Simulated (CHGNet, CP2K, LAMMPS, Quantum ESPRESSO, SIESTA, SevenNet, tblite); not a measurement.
# Bulk modulus two ways: amorphous carbon (64 atoms), CHGNet r2SCAN

The cell holds 64 atoms (64 C). Recipe: 64 atoms (64 C) placed at random at 2.92 g/cm³, melted at 6000 K for 10 ps at fixed volume with the Tersoff potential (Tersoff, Phys. Rev. B 39, 5566 (1989)). Quenched from 6000 K to 300 K at 100 K/ps and fixed volume, held 5 ps, then minimised at fixed cell. Then the atoms were relaxed with SevenNet 0 in the fixed cell.

Calculated with CHGNet r2SCAN: CHGNet r2SCAN, trained on r2SCAN plane-wave data, no dispersion term. The cell is scaled evenly by ±3 % in volume, and SevenNet 0 relaxes the atoms at each volume before the single point.

| volume (Å³/atom) | energy less the middle row's (meV/atom) | pressure (GPa) |
| --- | --- | --- |
| 6.6278 | -4.451 | 1.054 |
| 6.8328 | 0.000 | -7.573 |
| 7.0378 | 14.666 | -15.010 |

**Question.** Find the bulk modulus at the middle volume from the pressures and from the energies, and check the printed pressure against the slope of the energy (1 meV/Å³ = 0.16022 GPa).

Worked:

The step is h = 0.2050 Å³. From pressures: B = −V dP/dV = 6.8328 × (1.054 − (-15.010)) / (2 × 0.2050) = 268 GPa.

From energies: B = V d²E/dV² = 6.8328 × (-4.451 + (14.666)) / 0.2050² = 1661 meV/Å³ = 266 GPa.

Slope: P = −dE/dV = −(14.666 − (-4.451)) / (2 × 0.2050) = -46.6 meV/Å³ = -7.47 GPa, against -7.57 GPa printed.

The two moduli agree within 1 %.

A central difference over ±3 % overstates P by about B(1 + B′)(0.03)²/6, some 0.20 GPa for B′ = 4. The atoms follow SevenNet 0, so this level's forces do work along the path, which enters the energies but not the printed pressures.

Limits: three points, a static cell at zero temperature, the cell shape held; the modulus is that at -7.6 GPa, not at zero pressure.

[Hosts, paths, dates, database ids (printed as entryN), source tags and the programs' standing remarks are cut or masked in the printed files.]
